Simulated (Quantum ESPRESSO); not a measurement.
# 1T-TiO2, 1 layer: solver and mixing choices, part 2 of 4

Wanted: time, iterations and memory of 1T-TiO2, 1 layer by eigensolver and mixing.

Quantum ESPRESSO 7.5; plane-wave DFT, PBE, SG15 norm-conserving pseudopotentials.

So far. Step 2 (Ground state: david, local-TF mixing, beta 0.4, history …): Inside the slab this potential holds the local part of the pseudopotentials, which can be repulsive at the nuclei; only its value in the vacuum has a meaning of its own. Step 3 (Ground state: david, plain mixing, beta 0.4, history 8): Counted from each run's own zero (the valence top), the vacuum level differs from the first run's by -6 meV.

### Step 4. Ground state: david, plain mixing, beta 0.7, history 8

c2.in reads:

```
&control
  prefix = 'c2'
  outdir = './out'
  pseudo_dir = './pseudo'
  calculation = 'scf'
  tprnfor = .true.
/
&system
  ibrav = 0
  nat = 3
  ntyp = 2
  ecutwfc = 60
  ecutrho = 240
  occupations = 'smearing'
  smearing = 'fd'
  degauss = 0.004
  assume_isolated = 'esm'
  esm_bc = 'bc1'
/
&electrons
  conv_thr = 1e-07
  mixing_beta = 0.7
  electron_maxstep = 80
  mixing_mode = 'plain'
  diagonalization = 'david'
  mixing_ndim = 8
/
ATOMIC_SPECIES
  O   15.9990  O_ONCV_PBE-1.2.upf
  Ti  47.8670  Ti_ONCV_PBE-1.2.upf
CELL_PARAMETERS angstrom
  2.99000000000000 0.00000000000000 0.00000000000000
  -1.49500000000000 2.58941595731547 0.00000000000000
  0.00000000000000 0.00000000000000 19.46119212307099
ATOMIC_POSITIONS crystal
  O   0.666666666667 0.333333333333 -0.063233333999
  Ti  0.000000000000 0.000000000000 0.000000000000
  O   0.333333333333 0.666666666667 0.063233333999
K_POINTS automatic
  12 12 1 0 0 0
```

The run is started by

```
$ OMP_NUM_THREADS=1 mpirun -n 4 pw.x -nk 4 -in c2.in > c2.out
```

The program printed:

```text
[banner, memory and clock lines left out]
Program PWSCF v.7.5 starts
[...]
Message from routine setup:
[...]
number of electrons       =        24.00
     number of Kohn-Sham states=           16
     kinetic-energy cutoff     =      60.0000  Ry
     charge density cutoff     =     240.0000  Ry
[...]
number of k points=    19  Fermi-Dirac smearing, width (Ry)=  0.0040
[...]
Dense  grid:    63649 G-vectors     FFT dimensions: (  27,  27, 192)
[...]
negative rho (up, down):  6.478E-04 0.000E+00
     Starting wfcs are random
[...]
estimated scf accuracy    <       1.21720635 Ry
[...]
estimated scf accuracy    <      31.64718771 Ry
[...]
estimated scf accuracy    <       0.16247950 Ry
[...]
estimated scf accuracy    <       0.29086792 Ry
[...]
estimated scf accuracy    <       0.12465383 Ry
[...]
estimated scf accuracy    <       0.01937892 Ry
[...]
estimated scf accuracy    <       0.02458527 Ry
[...]
estimated scf accuracy    <       0.02275862 Ry
[...]
estimated scf accuracy    <       0.03295968 Ry
[...]
negative rho (up, down):  9.252E-04 0.000E+00
[...]
estimated scf accuracy    <       0.03464440 Ry
[...]
negative rho (up, down):  7.455E-04 0.000E+00
[...]
estimated scf accuracy    <       0.00069977 Ry
[...]
estimated scf accuracy    <       0.00025157 Ry
[...]
negative rho (up, down):  9.848E-05 0.000E+00
[...]
estimated scf accuracy    <       0.00004772 Ry
[...]
estimated scf accuracy    <       0.00218242 Ry
[...]
estimated scf accuracy    <       0.00033784 Ry
[...]
estimated scf accuracy    <       0.00017770 Ry
[...]
estimated scf accuracy    <       0.00003707 Ry
[...]
estimated scf accuracy    <       0.00000385 Ry
[...]
estimated scf accuracy    <       0.00001998 Ry
[...]
estimated scf accuracy    <       0.00001117 Ry
[...]
estimated scf accuracy    <       0.00001364 Ry
[...]
estimated scf accuracy    <       0.00002502 Ry
[...]
estimated scf accuracy    <       0.00005478 Ry
[...]
estimated scf accuracy    <       0.00000620 Ry
[...]
estimated scf accuracy    <       0.00000031 Ry
[...]
the Fermi energy is    -8.0534 ev
!    total energy              =    -179.51021526 Ry
     estimated scf accuracy    <       0.00000006 Ry
     smearing contrib. (-TS)   =      -0.00000000 Ry
     internal energy E=F+TS    =    -179.51021526 Ry
[...]
one-electron contribution =     498.34943471 Ry
     hartree contribution      =    -253.47373428 Ry
     xc contribution           =     -27.97527997 Ry
     ewald contribution        =    -396.41063572 Ry
     convergence has been achieved in  26 iterations
[...]
Total force =     0.230767     Total SCF correction =     0.000025
[...]
```

Elapsed: 37 s, on 4 MPI ranks of Arm Neoverse V2, shared host; peak memory 0.37 GiB; 2.4 min of CPU time.

Read from the output:

```
Fermi energy                                                   : -8.053 eV
valence top, on the run's zero                                 : -8.892 eV
conduction bottom, on the run's zero                           : -7.173 eV
gap by band count                                              : 1.719 eV
vacuum line at the lower end of the cell, over the valence top : 8.892 eV
vacuum line at the upper end of the cell, over the valence top : 8.892 eV
```

The program's own clock; routines nest. Time by routine:

```
     routine  wall time (s)  calls
       PWSCF          35.97      1
   electrons          35.38      1
     c_bands          31.12     26
     cegterg          27.06    135
       h_psi          22.57   1113
        fftw          20.78  20654
    vloc_psi          20.31   1113
    sum_band           2.84     26
  add_vuspsi           1.12   1113
      calbec           1.09   1133
h_psi:calbec           1.06   1113
    v_of_rho           1.01     27
    init_run           0.45      1
         fft           0.43    271
```

Counted from each run's own zero (the valence top), the vacuum level differs from the first run's by +1 meV.

### Step 5. Ground state: david, TF mixing, beta 0.4, history 8

c3.in is the input of step 4 with these lines changed:

```diff
@@ -1,3 +1,3 @@
 &control
-  prefix = 'c2'
+  prefix = 'c3'
   outdir = './out'
@@ -21,5 +21,5 @@
   conv_thr = 1e-07
-  mixing_beta = 0.7
+  mixing_beta = 0.4
   electron_maxstep = 80
-  mixing_mode = 'plain'
+  mixing_mode = 'TF'
   diagonalization = 'david'
```

The run is started by

```
$ OMP_NUM_THREADS=1 mpirun -n 4 pw.x -nk 4 -in c3.in > c3.out
```

The program printed:

```text
[banner, memory and clock lines left out]
Program PWSCF v.7.5 starts
[...]
Message from routine setup:
[...]
number of electrons       =        24.00
     number of Kohn-Sham states=           16
     kinetic-energy cutoff     =      60.0000  Ry
     charge density cutoff     =     240.0000  Ry
[...]
number of k points=    19  Fermi-Dirac smearing, width (Ry)=  0.0040
[...]
Dense  grid:    63649 G-vectors     FFT dimensions: (  27,  27, 192)
[...]
negative rho (up, down):  6.478E-04 0.000E+00
     Starting wfcs are random
[...]
negative rho (up, down):  1.106E-03 0.000E+00
[...]
estimated scf accuracy    <       1.21720635 Ry
[...]
negative rho (up, down):  2.492E-03 0.000E+00
[...]
estimated scf accuracy    <       0.22534912 Ry
[...]
negative rho (up, down):  8.366E-04 0.000E+00
[...]
estimated scf accuracy    <       1.20738110 Ry
[...]
negative rho (up, down):  7.770E-04 0.000E+00
[...]
estimated scf accuracy    <       0.07819987 Ry
[...]
negative rho (up, down):  1.043E-03 0.000E+00
[...]
estimated scf accuracy    <       0.08604924 Ry
[...]
negative rho (up, down):  6.471E-04 0.000E+00
[...]
estimated scf accuracy    <       0.24210005 Ry
[...]
negative rho (up, down):  4.139E-04 0.000E+00
[...]
estimated scf accuracy    <       0.03885473 Ry
[...]
negative rho (up, down):  2.895E-04 0.000E+00
[...]
estimated scf accuracy    <       0.00223774 Ry
[...]
negative rho (up, down):  2.845E-04 0.000E+00
[...]
estimated scf accuracy    <       0.00457775 Ry
[...]
negative rho (up, down):  3.109E-04 0.000E+00
[...]
estimated scf accuracy    <       0.00365572 Ry
[...]
negative rho (up, down):  2.322E-04 0.000E+00
[...]
estimated scf accuracy    <       0.00988756 Ry
[...]
negative rho (up, down):  1.162E-04 0.000E+00
[...]
estimated scf accuracy    <       0.00667636 Ry
[...]
negative rho (up, down):  6.080E-05 0.000E+00
[...]
estimated scf accuracy    <       0.00300229 Ry
[...]
negative rho (up, down):  5.501E-05 0.000E+00
[...]
estimated scf accuracy    <       0.00544574 Ry
[...]
negative rho (up, down):  4.519E-05 0.000E+00
[...]
estimated scf accuracy    <       0.00374326 Ry
[...]
negative rho (up, down):  5.266E-05 0.000E+00
[...]
estimated scf accuracy    <       0.00198404 Ry
[...]
negative rho (up, down):  3.522E-05 0.000E+00
[...]
estimated scf accuracy    <       0.00119267 Ry
[...]
negative rho (up, down):  2.257E-05 0.000E+00
[...]
estimated scf accuracy    <       0.00001228 Ry
[...]
negative rho (up, down):  1.371E-05 0.000E+00
[...]
estimated scf accuracy    <       0.00001347 Ry
[...]
negative rho (up, down):  1.241E-05 0.000E+00
[...]
estimated scf accuracy    <       0.00018063 Ry
[...]
negative rho (up, down):  9.350E-06 0.000E+00
[...]
estimated scf accuracy    <       0.00011996 Ry
[...]
negative rho (up, down):  2.431E-05 0.000E+00
[...]
estimated scf accuracy    <       0.00000275 Ry
[...]
negative rho (up, down):  3.862E-05 0.000E+00
[...]
estimated scf accuracy    <       0.00053645 Ry
[...]
negative rho (up, down):  5.834E-05 0.000E+00
[...]
estimated scf accuracy    <       0.00062844 Ry
[...]
negative rho (up, down):  2.313E-05 0.000E+00
[...]
estimated scf accuracy    <       0.00062411 Ry
[...]
estimated scf accuracy    <       0.00054200 Ry
[...]
estimated scf accuracy    <       0.00049870 Ry
[...]
estimated scf accuracy    <       0.00000251 Ry
[...]
negative rho (up, down):  3.107E-05 0.000E+00
[...]
estimated scf accuracy    <       0.00000146 Ry
[...]
negative rho (up, down):  1.373E-04 0.000E+00
[...]
estimated scf accuracy    <       0.00000155 Ry
[...]
negative rho (up, down):  2.028E-04 0.000E+00
[...]
estimated scf accuracy    <       0.00000133 Ry
[...]
negative rho (up, down):  2.577E-04 0.000E+00
[...]
estimated scf accuracy    <       0.00000033 Ry
[...]
negative rho (up, down):  1.835E-04 0.000E+00
[...]
estimated scf accuracy    <       0.00000027 Ry
[...]
negative rho (up, down):  1.759E-04 0.000E+00
[...]
estimated scf accuracy    <       0.00000019 Ry
[...]
negative rho (up, down):  1.559E-04 0.000E+00
[...]
estimated scf accuracy    <       0.00000075 Ry
[...]
negative rho (up, down):  6.723E-05 0.000E+00
[...]
estimated scf accuracy    <       0.00000016 Ry
[...]
negative rho (up, down):  1.346E-07 0.000E+00
[...]
estimated scf accuracy    <       0.00000015 Ry
[...]
the Fermi energy is    -8.0595 ev
!    total energy              =    -179.51021529 Ry
     estimated scf accuracy    <       0.00000009 Ry
     smearing contrib. (-TS)   =      -0.00000000 Ry
     internal energy E=F+TS    =    -179.51021528 Ry
[...]
one-electron contribution =     498.34989553 Ry
     hartree contribution      =    -253.47419864 Ry
     xc contribution           =     -27.97527646 Ry
     ewald contribution        =    -396.41063572 Ry
     convergence has been achieved in  38 iterations
[...]
Total force =     0.230749     Total SCF correction =     0.000290
[...]
```

It took 46 s on 4 MPI ranks; peak memory 0.37 GiB; 3 min of CPU time.

Numbers from this step:

```
Fermi energy                                                   : -8.059 eV
valence top, on the run's zero                                 : -8.898 eV
conduction bottom, on the run's zero                           : -7.179 eV
vacuum line at the lower end of the cell, over the valence top : 8.898 eV
vacuum line at the upper end of the cell, over the valence top : 8.898 eV
```

The program's own clock; routines nest. Time by routine:

```
     routine  wall time (s)  calls
       PWSCF           45.1      1
   electrons          44.53      1
     c_bands          38.56     38
     cegterg          34.13    195
       h_psi          28.64   1376
        fftw          26.78  26542
    vloc_psi          25.79   1376
    sum_band           3.96     38
    v_of_rho           1.45     39
  add_vuspsi           1.41   1376
      calbec           1.36   1396
h_psi:calbec           1.33   1376
         fft           0.62    391
   init_us_2           0.61    390
```

Counted from each run's own zero (the valence top), the vacuum level differs from the first run's by +7 meV.

### Step 6. SCF with pw.x: david, local-TF mixing, beta 0.7, history 8

c4.in is the input of step 5 with these lines changed:

```diff
@@ -1,3 +1,3 @@
 &control
-  prefix = 'c3'
+  prefix = 'c4'
   outdir = './out'
@@ -21,5 +21,5 @@
   conv_thr = 1e-07
-  mixing_beta = 0.4
+  mixing_beta = 0.7
   electron_maxstep = 80
-  mixing_mode = 'TF'
+  mixing_mode = 'local-TF'
   diagonalization = 'david'
```

The run is started by

```
$ OMP_NUM_THREADS=1 mpirun -n 4 pw.x -nk 4 -in c4.in > c4.out
```

The program printed:

```text
[banner, memory and clock lines left out]
Program PWSCF v.7.5 starts
[...]
Message from routine setup:
[...]
number of electrons       =        24.00
     number of Kohn-Sham states=           16
     kinetic-energy cutoff     =      60.0000  Ry
     charge density cutoff     =     240.0000  Ry
[...]
number of k points=    19  Fermi-Dirac smearing, width (Ry)=  0.0040
[...]
Dense  grid:    63649 G-vectors     FFT dimensions: (  27,  27, 192)
[...]
negative rho (up, down):  6.478E-04 0.000E+00
     Starting wfcs are random
[...]
negative rho (up, down):  1.237E-03 0.000E+00
[...]
estimated scf accuracy    <       1.21720635 Ry
[...]
negative rho (up, down):  2.309E-04 0.000E+00
[...]
estimated scf accuracy    <       0.12171179 Ry
[...]
negative rho (up, down):  5.034E-06 0.000E+00
[...]
estimated scf accuracy    <       0.79454229 Ry
[...]
negative rho (up, down):  4.140E-08 0.000E+00
[...]
estimated scf accuracy    <       0.05420028 Ry
[...]
estimated scf accuracy    <       0.01212143 Ry
[...]
estimated scf accuracy    <       0.00074343 Ry
[...]
estimated scf accuracy    <       0.05051872 Ry
[...]
estimated scf accuracy    <       0.01544339 Ry
[...]
estimated scf accuracy    <       0.00856439 Ry
[...]
negative rho (up, down):  5.094E-04 0.000E+00
[...]
estimated scf accuracy    <       0.00008373 Ry
[...]
negative rho (up, down):  4.763E-05 0.000E+00
[...]
estimated scf accuracy    <       0.00012419 Ry
[...]
negative rho (up, down):  5.484E-06 0.000E+00
[...]
estimated scf accuracy    <       0.00002253 Ry
[...]
estimated scf accuracy    <       0.00001634 Ry
[...]
estimated scf accuracy    <       0.00000733 Ry
[...]
negative rho (up, down):  4.282E-07 0.000E+00
[...]
estimated scf accuracy    <       0.00000292 Ry
[...]
estimated scf accuracy    <       0.00000062 Ry
[...]
estimated scf accuracy    <       0.00000014 Ry
[...]
the Fermi energy is    -8.0518 ev
!    total energy              =    -179.51021528 Ry
     estimated scf accuracy    <       0.00000002 Ry
     smearing contrib. (-TS)   =      -0.00000000 Ry
     internal energy E=F+TS    =    -179.51021528 Ry
[...]
one-electron contribution =     498.34828533 Ry
     hartree contribution      =    -253.47273203 Ry
     xc contribution           =     -27.97513286 Ry
     ewald contribution        =    -396.41063572 Ry
     convergence has been achieved in  18 iterations
[...]
Total force =     0.230779     Total SCF correction =     0.000158
[...]
```

Run time: 36 s. Hardware: 4 MPI ranks; peak memory 0.37 GiB; 2.4 min of CPU time.

Read from the output:

| Quantity | Value |
| --- | --- |
| Fermi energy | -8.052 eV |
| valence top, on the run's zero | -8.890 eV |
| conduction bottom, on the run's zero | -7.172 eV |
| gap by band count | 1.718 eV |
| vacuum line at the lower end of the cell, over the valence top | 8.890 eV |
| vacuum line at the upper end of the cell, over the valence top | 8.890 eV |

The program's own clock; routines nest. Time by routine:

```
     routine  wall time (s)  calls
       PWSCF          35.39      1
   electrons          34.82      1
     c_bands          26.33     18
     cegterg          23.13     95
       h_psi          19.18    926
        fftw          17.35  17244
    vloc_psi          17.26    926
     mix_rho           5.76     18
        ffts           3.25   2089
    sum_band           1.87     18
  add_vuspsi           0.95    926
      calbec           0.92    946
h_psi:calbec            0.9    926
    v_of_rho           0.75     19
```

Counted from each run's own zero (the valence top), the vacuum level differs from the first run's by -1 meV.

### Step 7. Self-consistent run: david, local-TF mixing, beta 0.2, history 8

c5.in is the input of step 6 with these lines changed:

```diff
@@ -1,3 +1,3 @@
 &control
-  prefix = 'c4'
+  prefix = 'c5'
   outdir = './out'
@@ -21,3 +21,3 @@
   conv_thr = 1e-07
-  mixing_beta = 0.7
+  mixing_beta = 0.2
   electron_maxstep = 80
```

The run is started by

```
$ OMP_NUM_THREADS=1 mpirun -n 4 pw.x -nk 4 -in c5.in > c5.out
```

The program printed:

```text
[banner, memory and clock lines left out]
Program PWSCF v.7.5 starts
[...]
Message from routine setup:
[...]
number of electrons       =        24.00
     number of Kohn-Sham states=           16
     kinetic-energy cutoff     =      60.0000  Ry
     charge density cutoff     =     240.0000  Ry
[...]
number of k points=    19  Fermi-Dirac smearing, width (Ry)=  0.0040
[...]
Dense  grid:    63649 G-vectors     FFT dimensions: (  27,  27, 192)
[...]
negative rho (up, down):  6.478E-04 0.000E+00
     Starting wfcs are random
[...]
negative rho (up, down):  3.957E-04 0.000E+00
[...]
estimated scf accuracy    <       1.21720635 Ry
[...]
negative rho (up, down):  2.179E-03 0.000E+00
[...]
estimated scf accuracy    <       0.87479930 Ry
[...]
negative rho (up, down):  8.103E-04 0.000E+00
[...]
estimated scf accuracy    <       3.82488166 Ry
[...]
negative rho (up, down):  1.247E-03 0.000E+00
[...]
estimated scf accuracy    <       0.23517415 Ry
[...]
negative rho (up, down):  9.085E-04 0.000E+00
[...]
estimated scf accuracy    <       0.65321695 Ry
[...]
negative rho (up, down):  1.909E-05 0.000E+00
[...]
estimated scf accuracy    <       0.73209865 Ry
[...]
negative rho (up, down):  6.834E-06 0.000E+00
[...]
estimated scf accuracy    <       0.07236706 Ry
[...]
negative rho (up, down):  6.940E-06 0.000E+00
[...]
estimated scf accuracy    <       0.01290112 Ry
[...]
negative rho (up, down):  7.338E-06 0.000E+00
[...]
estimated scf accuracy    <       0.01212692 Ry
[...]
negative rho (up, down):  4.016E-05 0.000E+00
[...]
estimated scf accuracy    <       0.01214236 Ry
[...]
negative rho (up, down):  5.371E-04 0.000E+00
[...]
estimated scf accuracy    <       0.03703052 Ry
[...]
negative rho (up, down):  9.408E-06 0.000E+00
[...]
estimated scf accuracy    <       0.07481721 Ry
[...]
estimated scf accuracy    <       0.03698422 Ry
[...]
estimated scf accuracy    <       0.01802846 Ry
[...]
estimated scf accuracy    <       0.02713605 Ry
[...]
estimated scf accuracy    <       0.02614312 Ry
[...]
negative rho (up, down):  2.444E-05 0.000E+00
[...]
estimated scf accuracy    <       0.01901770 Ry
[...]
negative rho (up, down):  5.467E-07 0.000E+00
[...]
estimated scf accuracy    <       0.01874322 Ry
[...]
negative rho (up, down):  2.001E-05 0.000E+00
[...]
estimated scf accuracy    <       0.01963374 Ry
[...]
negative rho (up, down):  4.835E-06 0.000E+00
[...]
estimated scf accuracy    <       0.01002362 Ry
[...]
negative rho (up, down):  1.896E-05 0.000E+00
[...]
estimated scf accuracy    <       0.00199879 Ry
[...]
negative rho (up, down):  6.976E-06 0.000E+00
[...]
estimated scf accuracy    <       0.00052380 Ry
[...]
negative rho (up, down):  2.300E-05 0.000E+00
[...]
estimated scf accuracy    <       0.00123644 Ry
[...]
negative rho (up, down):  2.142E-04 0.000E+00
[...]
estimated scf accuracy    <       0.00212126 Ry
[...]
negative rho (up, down):  5.103E-04 0.000E+00
[...]
estimated scf accuracy    <       0.00143358 Ry
[...]
negative rho (up, down):  5.861E-04 0.000E+00
[...]
estimated scf accuracy    <       0.00060901 Ry
[...]
negative rho (up, down):  4.048E-04 0.000E+00
[...]
estimated scf accuracy    <       0.00016370 Ry
[...]
negative rho (up, down):  3.083E-04 0.000E+00
[...]
estimated scf accuracy    <       0.00001241 Ry
[...]
negative rho (up, down):  8.499E-05 0.000E+00
[...]
estimated scf accuracy    <       0.00000754 Ry
[...]
negative rho (up, down):  5.721E-05 0.000E+00
[...]
estimated scf accuracy    <       0.00000692 Ry
[...]
negative rho (up, down):  8.341E-06 0.000E+00
[...]
estimated scf accuracy    <       0.00004519 Ry
[...]
negative rho (up, down):  2.078E-05 0.000E+00
[...]
estimated scf accuracy    <       0.00001095 Ry
[...]
negative rho (up, down):  1.217E-05 0.000E+00
[...]
estimated scf accuracy    <       0.00000400 Ry
[...]
negative rho (up, down):  2.573E-07 0.000E+00
[...]
estimated scf accuracy    <       0.00000173 Ry
[...]
negative rho (up, down):  3.687E-07 0.000E+00
[...]
estimated scf accuracy    <       0.00000083 Ry
[...]
negative rho (up, down):  1.276E-08 0.000E+00
[...]
estimated scf accuracy    <       0.00000017 Ry
[...]
estimated scf accuracy    <       0.00000012 Ry
[...]
the Fermi energy is    -8.0561 ev
!    total energy              =    -179.51021529 Ry
     estimated scf accuracy    <       0.00000002 Ry
     smearing contrib. (-TS)   =      -0.00000000 Ry
     internal energy E=F+TS    =    -179.51021529 Ry
[...]
one-electron contribution =     498.35065339 Ry
     hartree contribution      =    -253.47509219 Ry
     xc contribution           =     -27.97514077 Ry
     ewald contribution        =    -396.41063572 Ry
     convergence has been achieved in  38 iterations
[...]
Total force =     0.230683     Total SCF correction =     0.000283
[...]
```

Run time: 55 s. Hardware: 4 MPI ranks; peak memory 0.38 GiB.

This step gave:

- Fermi energy: -8.056 eV
- valence top, on the run's zero: -8.894 eV
- conduction bottom, on the run's zero: -7.176 eV
- gap by band count: 1.719 eV
- vacuum line at the lower end of the cell, over the valence top: 8.894 eV
- vacuum line at the upper end of the cell, over the valence top: 8.894 eV

The program's own clock; routines nest. Time by routine:

```
     routine  wall time (s)  calls
       PWSCF          54.83      1
   electrons          54.27      1
     c_bands          36.02     38
     cegterg          31.68    195
       h_psi           26.7   1268
        fftw          25.19  24904
    vloc_psi          24.06   1268
     mix_rho          12.42     38
        ffts           6.99   4491
    sum_band           3.96     38
    v_of_rho           1.61     39
  add_vuspsi            1.3   1268
      calbec           1.26   1288
h_psi:calbec           1.24   1268
```

Counted from each run's own zero (the valence top), the vacuum level differs from the first run's by +3 meV.

(Continued in part 3 of 4.)

[Logs are printed without paths, hosts, clocks, repeated set-up lines and the standing remarks that a program may print on its own settings, such as how far it seeks lower states.]

[Hosts, paths, dates, database ids (printed as entryN), source tags and the programs' standing remarks are cut or masked in the printed files.]

[Maps of the electrostatic potential energy from Ansatz leave out the sawtooth potential of an applied field or a dipole correction, so their vacuum need not be flat; planar profiles and work functions include it.]
